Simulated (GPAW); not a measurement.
# A GW chain in GPAW: Cd4Se3S (ordered alloy, started on the zincblende lattice) (P-43m)

Wanted: ground state, empty states, screening and self-energy for Cd4Se3S (ordered alloy, started on the zincblende lattice) (P-43m).

Calculated with GPAW 26.7.0; PBE and many-body steps on it, plane waves.

Most raw output is cut from this account.

The structure was built from a prototype and need not be the compound's stable phase.

### 1. The starting structure

The structure is cubic, space group P-43m (No. 215). The conventional cell has a = 6.123 Å, b = 6.123 Å, c = 6.123 Å, α = 90.00°, β = 90.00°, γ = 90.00°. Nearest to S lie 4 Cd at 2.58 Å. Nearest to Cd lie 1 S at 2.58 Å and 3 Se at 2.67 Å. Nearest to Se lie 4 Cd at 2.67 Å. Farther neighbours and most contacts between anions are not listed.

Structure file:

```cif
data_structure
_symmetry_space_group_name_H-M 'P-43m'
_symmetry_Int_Tables_number 215
_cell_length_a 6.1227
_cell_length_b 6.1227
_cell_length_c 6.1227
_cell_angle_alpha 90.000
_cell_angle_beta 90.000
_cell_angle_gamma 90.000
_cell_volume 229.53
loop_
_atom_site_label
_atom_site_type_symbol
_atom_site_symmetry_multiplicity
_atom_site_Wyckoff_symbol
_atom_site_fract_x
_atom_site_fract_y
_atom_site_fract_z
_atom_site_occupancy
S1 S 1 a 0.00000 0.00000 0.00000 1
Cd1 Cd 4 e 0.75636 0.75636 0.75636 1
Se1 Se 3 c 0.50000 0.50000 0.00000 1
```

The structure was relaxed with PBE. The structure type comes from a generator and need not be one that this composition takes. The runs that relaxed it are not among those shown.

### 2. Ground state

This step: GPAW 26.7.0; DFT, PBE, plane waves, PAW.

The ground-state density comes first.

The input, run.py:

```python
import json
import numpy as np
from gpaw.mpi import world
from ase import Atoms
from gpaw import GPAW, PW, FermiDirac

atoms = Atoms(['S', 'Cd', 'Se', 'Cd', 'Se', 'Cd', 'Se', 'Cd'],
    cell=[[6.1227147948, 0.0000000000, 0.0000000000],
      [0.0000000000, 6.1227147948, 0.0000000000],
      [0.0000000000, 0.0000000000, 6.1227147948]],
    scaled_positions=[[0.0000000000, 0.0000000000, 0.0000000000],
      [0.7563584174, 0.7563584174, 0.7563584174],
      [0.5000000000, 0.5000000000, 0.0000000000],
      [0.2436415826, 0.2436415826, 0.7563584174],
      [0.5000000000, 0.0000000000, 0.5000000000],
      [0.2436415826, 0.7563584174, 0.2436415826],
      [0.0000000000, 0.5000000000, 0.5000000000],
      [0.7563584174, 0.2436415826, 0.2436415826]],
    pbc=(True, True, True))
calc = GPAW(mode=PW(450),
    xc='PBE',
    kpts={'size': (4, 4, 4), 'gamma': True},
    occupations=FermiDirac(0.001),
    nbands=-10,
    convergence={'density': 1e-6, 'bands': -3},
    maxiter=100,
    txt='gs.txt')
atoms.calc = calc
res = {'energy': atoms.get_potential_energy()}
kpts = calc.get_ibz_k_points()
res['kpts'] = kpts
res['eigenvalues'] = [calc.get_eigenvalues(kpt=k) for k in range(len(kpts))]
res['n_electrons'] = calc.get_number_of_electrons()
calc.write('gs.gpw')

if world.rank == 0:
    with open('result.json', 'w') as f:
        json.dump(res, f, default=lambda x: x.tolist())
```

On the command line:

```sh
mpirun -n 4 gpaw python run.py
```

The job ended after 35 s (4 MPI ranks of Arm Neoverse V2, shared host; peak memory 0.78 GiB; 2.3 min of CPU time).

This step gave:

* total energy: -23.24 eV
* gap: 0.5959 eV
* k of the valence top: 0, 0, 0
* k of the conduction bottom: 0, 0, 0
* least direct gap: 0.5959 eV

The gap is direct, at Γ.

### 3. Empty states on the mesh, 2×2×2 mesh, 141 bands

The sums over transitions need many empty states on a uniform mesh; this step solves for them.

The input, run.py:

```python
import json
import numpy as np
from gpaw.mpi import world
from gpaw import GPAW

calc = GPAW('gs.gpw').fixed_density(kpts={'size': (2, 2, 2), 'gamma': True},
    nbands=164,
    convergence={'bands': 141},
    txt='nscf.txt')
calc.write('full.gpw', mode='all')
res = {}
kpts = calc.get_ibz_k_points()
res['kpts'] = kpts
res['eigenvalues'] = [calc.get_eigenvalues(kpt=k) for k in range(len(kpts))]
res['n_electrons'] = calc.get_number_of_electrons()

if world.rank == 0:
    with open('result.json', 'w') as f:
        json.dump(res, f, default=lambda x: x.tolist())
```

On the command line:

```sh
mpirun -n 4 gpaw python run.py
```

Elapsed: 26 s, on 4 MPI ranks; peak memory 1 GiB.

Numbers from this step:

| Quantity | Value |
| --- | --- |
| gap | 0.5959 eV |
| k of the valence top | 0, 0, 0 |
| k of the conduction bottom | 0, 0, 0 |
| least direct gap | 0.5959 eV |
| k points computed | 4 |
| lowest point of the top converged band, above the valence top | 31.06 eV |

On this mesh the gap is 0.596 eV.

### 4. Screening and self-energy, 2×2×2 mesh, 131 bands, screening to 40 eV

Now the one-shot GW correction: screening in the RPA, then the self-energy of the levels asked for.

This step: G0W0 on PBE, plane waves, PAW.

The input, run.py:

```python
import json
import numpy as np
from gpaw.mpi import world
from gpaw.response.g0w0 import G0W0

gw = G0W0('full.gpw',
    filename='gw',
    kpts=[0],
    bands=(34, 38),
    ecut=40,
    nbands=131,
    integrate_gamma='WS',
    ppa=True)
gw.calculate()
res = {mode: {k: v for k, v in r.items() if k != 'sigma_eskwn'}
       for mode, r in gw.all_results.items()}

if world.rank == 0:
    with open('result.json', 'w') as f:
        json.dump(res, f, default=lambda x: x.tolist())
```

On the command line:

```sh
mpirun -n 4 gpaw python run.py
```

Wall time 15 s (4 MPI ranks); peak memory 1.5 GiB.

This step gave:

```yaml
g0w0_gap_on_the_points_computed: 1.181 eV
least_direct_g0w0_gap_on_the_computed_points: 1.181 eV
z_at_the_valence_top: 0.7836
z_at_the_conduction_bottom: 0.8050
starting_gap_on_the_mesh: 0.5959 eV
k_of_the_valence_top: 0, 0, 0
k_of_the_conduction_bottom: 0, 0, 0
```

The gap on the mesh goes from 0.60 eV to 1.18 eV, a correction of +0.58 eV.

Limits: finite bands, cutoff and mesh; no spin-orbit coupling; coarse k mesh. v1 is the top filled band, c1 the lowest empty one. The levels before and after the correction (eV, zero at the valence-band top of each column):

|  | conduction bottom | valence top |
| --- | --- | --- |
| Kohn-Sham | 0.60 | 0.00 |
| G0W0 | 1.18 | 0.00 |

```csv
,level,energy (eV)
Kohn-Sham,Γ v2-v1,0.000
Kohn-Sham,Γ c1,0.596
Kohn-Sham,Γ c2,3.198
G0W0,Γ v2-v1,0.000
G0W0,Γ c1,1.181
G0W0,Γ c2,3.375
```

### 5. Where the time went

Times are wall times on 4 MPI ranks of Arm Neoverse V2, shared host, good to a factor of about two.

```
                     step  time  share  memory (GiB)
             ground state  35 s   47 %          0.78
 empty states on the mesh  26 s   34 %           1.0
screening and self-energy  15 s   19 %           1.5
```

### 6. Outcome

| Quantity | Value |
| --- | --- |
| PBE gap | 0.60 eV, direct |
| G0W0 gap on the mesh | 1.18 eV |
| GW settings | 2×2×2 mesh, 131 bands, screening to 40 eV, Godby-Needs plasmon pole |
| known limits | not at the basis limit; no spin-orbit coupling; coarse k mesh |

In words: G0W0 moves the gap on the mesh from 0.60 eV to 1.18 eV (+0.58 eV), with Z of 0.78 and 0.81 at the edges. Only 1 of the mesh's irreducible points was corrected, so a valley elsewhere could overtake. Bands and cutoff are finite, so the gap is not at the basis limit. The miss can reach some tenths of an eV and take either sign; the mesh is an error of its own. These stock PAW sets were not made for GW; the filled d or f shell of Se lies in the frozen core, which bears on start and correction. In the G0W0 run levels were corrected at 1 k point alone, so a gap called «on the mesh» is the least over those, and an edge elsewhere would be missed. The 2×2×2 mesh is coarse for this cell, which bears on the long-range parts of exchange and screening. The many-body steps are scalar-relativistic: spin-orbit coupling is not in them.

[Paths, hosts, dates, memory and timing lines, banners, echoed tables and standing remarks are left out of the program output.]

[Logs are printed without paths, hosts, clocks, repeated set-up lines and the standing remarks that a program may print on its own settings, such as how far it seeks lower states.]

[Runs of the session that timed out or met a known fault of the program may be left out.]

[Hosts, paths, dates, database ids (printed as entryN), source tags and the programs' standing remarks are cut or masked in the printed files.]
